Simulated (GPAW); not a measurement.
## VSi2P4 monolayer: simulated STM images

Aim: Tersoff-Hamann images of VSi2P4 monolayer at several biases.

Main program and level: GPAW 26.7.0; GPAW, PAW setups; layer in a repeated cell with vacuum, relaxation of atoms and in-plane cell, in the first sound run; inputs show where later runs differ.

## (1) The structure

The cell holds 7 atoms: 4 P, 2 Si and 1 V. Its edges and angles: a = 3.480 Å, b = 3.480 Å, c = 22.232 Å, α = 90.0°, β = 90.0°, γ = 120.0°. Vacuum lies along c.

## (2) Relaxing the atoms

The atoms are relaxed first, since the surface dipole, and with it the work function, follows the positions of the outer layers.

run.py

```python
import json
import numpy as np
from ase import Atoms
from ase.filters import FrechetCellFilter
from ase.optimize import BFGS
from gpaw import GPAW, PW

slab = Atoms(
    ['P', 'Si', 'P', 'V', 'P', 'Si', 'P'],
    positions=[
        [0.00000, 0.00000, 7.00000],
        [-0.00000, 2.00918, 7.64444],
        [-0.00000, 2.00918, 9.75444],
        [0.00000, 0.00000, 11.11588],
        [-0.00000, 2.00918, 12.47733],
        [-0.00000, 2.00918, 14.58733],
        [0.00000, 0.00000, 15.23176]],
    cell=[[3.48, 0.0, 0.0], [-1.74, 3.01377, 0.0], [0.0, 0.0, 22.2318]],
    pbc=[True, True, True],
    magmoms=[0.0, 0.0, 0.0, 1.0, 0.0, 0.0, 0.0])

slab.calc = GPAW(mode=PW(600), xc='PBE', kpts={'size': (9, 9, 1), 'gamma': True},
                 occupations={'name': 'fermi-dirac', 'width': 0.05}, nbands='200%',
                 convergence={'density': 1e-05}, maxiter=200,
                 symmetry={'tolerance': 1e-3}, txt='slab.txt')
result = {}
# The in-plane cell is free; stress needs a cell that repeats along all three vectors
path = []
opt = BFGS(FrechetCellFilter(slab, mask=[1, 1, 0, 0, 0, 1]), maxstep=0.2)
opt.attach(lambda: path.append((slab.get_potential_energy(), slab.positions.tolist(), slab.get_forces().tolist())))
result['relaxed'] = bool(opt.run(fmax=0.02, steps=45))
result['path'] = path
result['cell'] = slab.cell.tolist()
print('in-plane lattice', slab.cell.cellpar().round(4)[[0, 1, 5]])
energy = slab.get_potential_energy()
fermi = slab.calc.get_fermi_level()
v = slab.calc.get_electrostatic_potential().mean((0, 1)) - fermi
n = slab.calc.get_pseudo_density().mean((0, 1))
L = slab.cell[2, 2]
z = np.arange(len(v)) * L / len(v)
low, high = slab.positions[:, 2].min(), slab.positions[:, 2].max()
below, above = np.interp([low - 4.8, high + 4.8], z, v)
slopes = [np.interp(x, z, np.gradient(v, z)) for x in (low - 4.8, high + 4.8)]
eps = np.array([[slab.calc.get_eigenvalues(k, s) for k in range(len(slab.calc.get_ibz_k_points()))]
                for s in range(slab.calc.get_number_of_spins())]) - fermi
top, bottom = eps[eps < 0].max(), eps[eps > 0].min()
dipole = slab.get_dipole_moment()[2]
print(f'energy {energy:.4f} eV, Fermi level {fermi:.4f} eV, dipole {dipole:.5f} e A')
print(f'potential 4.8 A off the faces, from the Fermi level: lower {below:.4f} eV, upper {above:.4f} eV')
print(f'slope of the potential there: lower {slopes[0]:.5f}, upper {slopes[1]:.5f} eV/A')
print(f'nearest levels on the mesh: {top:.4f} and {bottom:.4f} eV')
print('magnetic moment', round(slab.get_magnetic_moment(), 3))
result.update(energy=energy, fermi=fermi, dipole=dipole, below=below, above=above, slopes=slopes, edges=[top, bottom],
              z=z.tolist(), v=v.tolist(), n=n.tolist(), positions=slab.positions.tolist(),
              forces=slab.get_forces(apply_constraint=False).tolist(), moments=slab.get_magnetic_moments().tolist())
json.dump(result, open('result.json', 'w'))
```

Run with:

```
OMP_NUM_THREADS=1 OPENBLAS_NUM_THREADS=1 python run.py
```

What it wrote:

```text
Step          Energy          fmax
BFGS:    0      -40.685445        3.697826
BFGS:    1      -41.259194        3.188210
BFGS:    2      -42.234893        0.818437
BFGS:    3      -42.275988        0.824737
BFGS:    4      -42.567253        0.357894
BFGS:    5      -42.593535        0.376344
BFGS:    6      -42.601148        0.364103
BFGS:    7      -42.610590        0.321640
BFGS:    8      -42.627470        0.245954
BFGS:    9      -42.642393        0.193356
BFGS:   10      -42.648623        0.079299
BFGS:   11      -42.649514        0.025652
BFGS:   12      -42.649577        0.009927
in-plane lattice [  3.4835   3.4835 120.    ]
energy -42.6453 eV, Fermi level 0.8702 eV, dipole -0.00061 e A
potential 4.8 A off the faces, from the Fermi level: lower 5.4262 eV, upper 5.4277 eV
slope of the potential there: lower -0.00052, upper -0.00041 eV/A
nearest levels on the mesh: -0.0295 and 0.0023 eV
magnetic moment 0.889
```

Elapsed: 20 min, on 1 thread of Intel Xeon 6975P-C (Granite Rapids), shared host; peak memory 0.63 GiB.

This step gave:

```
dipole along the normal                    : -6.08e-4 e·Å
levels nearest the Fermi level on the mesh : -0.02948, 0.002349 eV from the Fermi level
site moments                               : 0.001219, 0.008492, -0.03339, 0.7789, -0.03339, 0.008492, 0.001219 μB
sum of the site moments                    : 0.7315 μB
```

The electrostatic potential energy of an electron (without an applied field's), less the Fermi level, planar mean oscillates, so the rows of the table below give means over windows of 1.68 Å about each position, cut where the curve ends. Its maxima inside the range that stand out by 2 % of the span (Å: eV): 7.0: -10.8, 8.6: 1.85, 10.4: -5.37, 11.8: -5.37, 13.6: 1.85, 15.3: -10.8. Its minima: 6.5: -14.5, 7.4: -12.6, 9.8: -12.5, 11.1: -12.0, 12.4: -12.5, 14.8: -12.6, 15.7: -14.5.

Electrostatic potential energy of an electron (without an applied field's), less the Fermi level, planar mean against z; means over each step:

| z (Å) | electrostatic potential energy of an electron (without an applied field's), less the Fermi level, planar mean (eV) |
| --- | --- |
| 0.84 | 5.43 |
| 2.52 | 5.42 |
| 4.20 | 5.27 |
| 5.88 | -4.09 |
| 7.56 | -8.41 |
| 9.24 | -4.49 |
| 10.92 | -8.29 |
| 12.60 | -6.36 |
| 14.28 | -5.38 |
| 15.96 | -7.69 |
| 17.64 | 4.95 |
| 19.32 | 5.42 |
| 21.00 | 5.43 |

The pseudo valence density, planar mean by z:

z (Å), pseudo valence density, planar mean (e/Å³) and a bar:
```
        3       0.00 
        4       0.00 
        5       0.03 #
        6       0.26 ######
        7       0.41 #########
        8       0.18 ####
        9       0.20 #####
       10       0.34 ########
       11       1.31 ##############################
       12       0.38 #########
       13       0.24 ######
       14       0.16 ####
       15       0.35 ########
       16       0.29 #######
       17       0.06 #
       18       0.00 
       19       0.00 
       20       0.00
```

Site moment by atom:

| atom | site moment (μB) |
| --- | --- |
| P1 | 0.001 |
| Si2 | 0.008 |
| P3 | -0.033 |
| V4 | 0.779 |
| P5 | -0.033 |
| Si6 | 0.008 |
| P7 | 0.001 |

The relaxation lowered the energy of the cell by 1.96 eV (energies extrapolated to zero smearing; the optimiser's log prints free energies). The largest force left on a free atom is 0.0099 eV/Å.

## (3) The slab's potential

With the geometry fixed, the planar mean of the potential gives the vacuum level on each side.

This step: GPAW, PAW setups; slab in vacuum (GPAW 26.7.0).

The cell differs from the one that the last finished run ended in (c 22.232 → 23.328 Å).

run.py

```python
import json
import numpy as np
from ase import Atoms
from ase.dft.stm import STM
from gpaw import GPAW, PW

slab = Atoms(
    ['P', 'Si', 'P', 'V', 'P', 'Si', 'P'],
    positions=[
        [-0.00000, 0.00000, 7.00000],
        [-0.00000, 2.01121, 8.03097],
        [-0.00000, 2.01121, 10.29963],
        [0.00000, -0.00000, 11.66375],
        [-0.00000, 2.01121, 13.02788],
        [-0.00000, 2.01121, 15.29655],
        [-0.00000, -0.00000, 16.32750]],
    cell=[[3.48352, 0.0, 0.0], [-1.74176, 3.01682, 0.0], [0.0, 0.0, 23.3275]],
    pbc=[True, True, False],
    magmoms=[0.0, 0.0, 0.0, 1.0, 0.0, 0.0, 0.0])

slab.calc = GPAW(mode=PW(400), xc='PBE', kpts={'size': (9, 9, 1), 'gamma': True},
                 occupations={'name': 'fermi-dirac', 'width': 0.05}, nbands='200%',
                 convergence={'density': 1e-05}, maxiter=200,
                 poissonsolver={'dipolelayer': 'xy'},
                 symmetry={'tolerance': 1e-3}, txt='slab.txt')
result = {}
energy = slab.get_potential_energy()
fermi = slab.calc.get_fermi_level()
v = slab.calc.get_electrostatic_potential().mean((0, 1)) - fermi
n = slab.calc.get_pseudo_density().mean((0, 1))
L = slab.cell[2, 2]
z = np.arange(len(v)) * L / len(v)
low, high = slab.positions[:, 2].min(), slab.positions[:, 2].max()
below, above = np.interp([low - 4.8, high + 4.8], z, v)
slopes = [np.interp(x, z, np.gradient(v, z)) for x in (low - 4.8, high + 4.8)]
eps = np.array([[slab.calc.get_eigenvalues(k, s) for k in range(len(slab.calc.get_ibz_k_points()))]
                for s in range(slab.calc.get_number_of_spins())]) - fermi
top, bottom = eps[eps < 0].max(), eps[eps > 0].min()
dipole = slab.get_dipole_moment()[2]
print(f'energy {energy:.4f} eV, Fermi level {fermi:.4f} eV, dipole {dipole:.5f} e A')
print(f'potential 4.8 A off the faces, from the Fermi level: lower {below:.4f} eV, upper {above:.4f} eV')
print(f'slope of the potential there: lower {slopes[0]:.5f}, upper {slopes[1]:.5f} eV/A')
print(f'nearest levels on the mesh: {top:.4f} and {bottom:.4f} eV')
print('magnetic moment', round(slab.get_magnetic_moment(), 3))
result.update(energy=energy, fermi=fermi, dipole=dipole, below=below, above=above, slopes=slopes, edges=[top, bottom],
              z=z.tolist(), v=v.tolist(), n=n.tolist(), positions=slab.positions.tolist(),
              forces=slab.get_forces(apply_constraint=False).tolist(), moments=slab.get_magnetic_moments().tolist())

# Images need the states of the whole zone, up to time reversal
slab.calc = slab.calc.fixed_density(symmetry={'point_group': False}, txt='states.txt', nbands='260%',
                                    convergence={'bands': 'CBM+0.8'})
stm = STM(slab)
result['stm'] = []
for bias in [-0.5, 0.5]:
    height = high + 3.5
    current = stm.get_averaged_current(bias, height)
    x, y, h = stm.scan(bias, current)
    i, f = divmod(height / L * stm.ldos.shape[2], 1)
    I = abs((1 - f) * stm.ldos[:, :, int(i)] + f * stm.ldos[:, :, int(i) + 1])
    print(f'bias {bias} V: mean current at 3.5 A {current:.4e}, corrugation {np.ptp(h):.4f} A')
    result['stm'].append(dict(bias=bias, current=current, h=(h - high).tolist(), I=I.tolist()))
json.dump(result, open('result.json', 'w'))
```

What it wrote:

```text
energy -42.6227 eV, Fermi level 0.5746 eV, dipole 0.00013 e A
potential 4.8 A off the faces, from the Fermi level: lower 5.4283 eV, upper 5.4259 eV
slope of the potential there: lower -0.00005, upper 0.00005 eV/A
nearest levels on the mesh: -0.0290 and 0.0028 eV
magnetic moment 0.888
bias -0.5 V: mean current at 3.5 A 3.3410e-06, corrugation 0.1684 A
bias 0.5 V: mean current at 3.5 A 8.5960e-07, corrugation 0.2558 A
```

The job ended after 4.1 min (1 thread; peak memory 0.73 GiB).

Numbers from this step:

- dipole along the normal: 1.34e-4 e·Å
- levels nearest the Fermi level on the mesh: -0.02895, 0.002822 eV from the Fermi level
- upper work function: 5.426 eV
- lower work function: 5.428 eV
- site moments: 0.001226, 0.008484, -0.03334, 0.7773, -0.03334, 0.008484, 0.001226 μB
- corrugation -0.5: 0.1684 Å
- corrugation 0.5: 0.2558 Å
- sum of the site moments: 0.7301 μB

The electrostatic potential energy of an electron (without an applied field's), less the Fermi level, planar mean oscillates, so the rows of the table below give means over windows of 1 Å about each position, cut where the curve ends. Its maxima inside the range that stand out by 2 % of the span (Å: eV): 7.6: -10.8, 9.2: 1.84, 11.0: -5.45, 12.3: -5.45, 14.1: 1.83, 15.8: -10.8. Its minima: 7.0: -14.4, 8.0: -12.6, 10.4: -12.4, 11.7: -12.0, 13.0: -12.4, 15.3: -12.6, 16.3: -14.5.

Table of electrostatic potential energy of an electron (without an applied field's), less the Fermi level, planar mean by z; means over each step:

z (Å), electrostatic potential energy of an electron (without an applied field's), less the Fermi level, planar mean (eV) and a bar from the least value:
```
        0        5.4 ##############################
        1        5.4 ##############################
        2        5.4 ##############################
        3        5.4 ##############################
        4        5.4 ##############################
        5        5.2 ##############################
        6        2.1 ########################
        7      -11.3 ##
        8      -10.6 ###
        9        0.0 #####################
       10       -7.1 #########
       11       -7.6 ########
       12       -8.7 ######
       13       -9.3 #####
       14        0.4 #####################
       15       -7.7 ########
       16      -12.4 
       17       -1.9 ##################
       18        4.9 #############################
       19        5.4 ##############################
       20        5.4 ##############################
       21        5.4 ##############################
       22        5.4 ##############################
       23        5.4 ##############################
```

The pseudo valence density, planar mean by z:

| z (Å) | pseudo valence density, planar mean (e/Å³) |
| --- | --- |
| 3 | 1.8e-5 |
| 4 | 3.5e-4 |
| 5 | 0.00648 |
| 6 | 0.105 |
| 7 | 0.313 |
| 8 | 0.261 |
| 9 | 0.151 |
| 10 | 0.265 |
| 11 | 0.424 |
| 12 | 0.869 |
| 13 | 0.288 |
| 14 | 0.166 |
| 15 | 0.201 |
| 16 | 0.408 |
| 17 | 0.202 |
| 18 | 0.0171 |
| 19 | 8.8e-4 |
| 20 | 5.0e-5 |

Tip height over the top atom over a1 and a2. Sample bias -0.5 V, constant current at the mean current 3.5 Å over the top atom.

Ten even steps from '_' (3.41 Å) to '@' (3.58 Å):
```
@@@@%%##**++==--::::--==++**##%%@@@@
@@%%%%##**==--::::::--==**##%%%%@@@@
%%####**++==--::::--==++**####%%%%%%
##****++==--::::::--==++****####%%##
**++====--::::::::--====++****####**
++==----::::::::::----==++++++++++++
----::::::::::::::::----============
--::::::::::::::::::----------------
::::::--------::::::::::........::::
------======------::....______....::
--====++++====----::..________..::--
++++******++++==--..__________..--==
****####****++==--..________..--==++
####%%####**++==--..______..--==++**
%%%%%%%%####++==--........--==++####
@@@@@@%%%%##++==--::..::--==++##%%%%
@@@@@@%%##**++==--::::--==++**##%%@@
@@@@@@%%##**++----::----++**##%%@@@@
```
Columns: a1 from 0 to 0.944; rows upwards: a2 from 0 to 0.944.

Local density of states summed over the bias window over a1 and a2. Sample bias -0.5 V, constant height 3.5 Å over the top atom.

Values in units of 1e-6 arbitrary, 12 rows by 16 columns, each cell a mean:
```
4.2 4.1 3.9 3.7 3.5 3.3 3.1 3.0 3.1 3.2 3.3 3.6 3.8 4.0 4.1 4.2
4.0 3.9 3.7 3.5 3.3 3.1 3.1 3.0 3.1 3.2 3.4 3.6 3.8 4.0 4.1 4.1
3.7 3.6 3.4 3.2 3.1 3.0 3.0 3.0 3.1 3.2 3.4 3.5 3.7 3.8 3.8 3.8
3.4 3.3 3.2 3.1 3.0 3.0 3.0 3.0 3.1 3.2 3.3 3.4 3.5 3.5 3.5 3.5
3.1 3.1 3.0 3.0 3.0 3.0 3.0 3.0 3.1 3.1 3.1 3.2 3.2 3.2 3.2 3.2
3.0 3.0 3.1 3.1 3.1 3.1 3.1 3.0 3.0 3.0 3.0 3.0 3.0 3.0 3.0 3.0
3.1 3.2 3.2 3.2 3.2 3.2 3.1 3.1 3.0 2.9 2.9 2.8 2.8 2.9 3.0 3.0
3.3 3.4 3.5 3.5 3.4 3.3 3.2 3.1 3.0 2.9 2.8 2.8 2.8 2.9 3.0 3.2
3.6 3.7 3.8 3.7 3.6 3.5 3.3 3.1 2.9 2.8 2.8 2.8 2.9 3.1 3.3 3.5
3.9 4.0 4.0 3.9 3.7 3.5 3.3 3.1 2.9 2.9 2.9 3.0 3.1 3.3 3.6 3.8
4.2 4.2 4.1 4.0 3.8 3.5 3.3 3.1 3.0 3.0 3.1 3.2 3.4 3.7 3.9 4.1
4.2 4.2 4.1 3.9 3.7 3.4 3.2 3.1 3.0 3.1 3.2 3.4 3.6 3.9 4.1 4.2
```
Columns: a1 from 0 to 0.944; rows upwards: a2 from 0 to 0.944.

(Part 1 of 2 ends here.)

[Logs are printed without paths, hosts, clocks, repeated set-up lines and the standing remarks that a program may print on its own settings, such as how far it seeks lower states.]

[Hosts, paths, dates, database ids (printed as entryN), source tags and the programs' standing remarks are cut or masked in the printed files.]
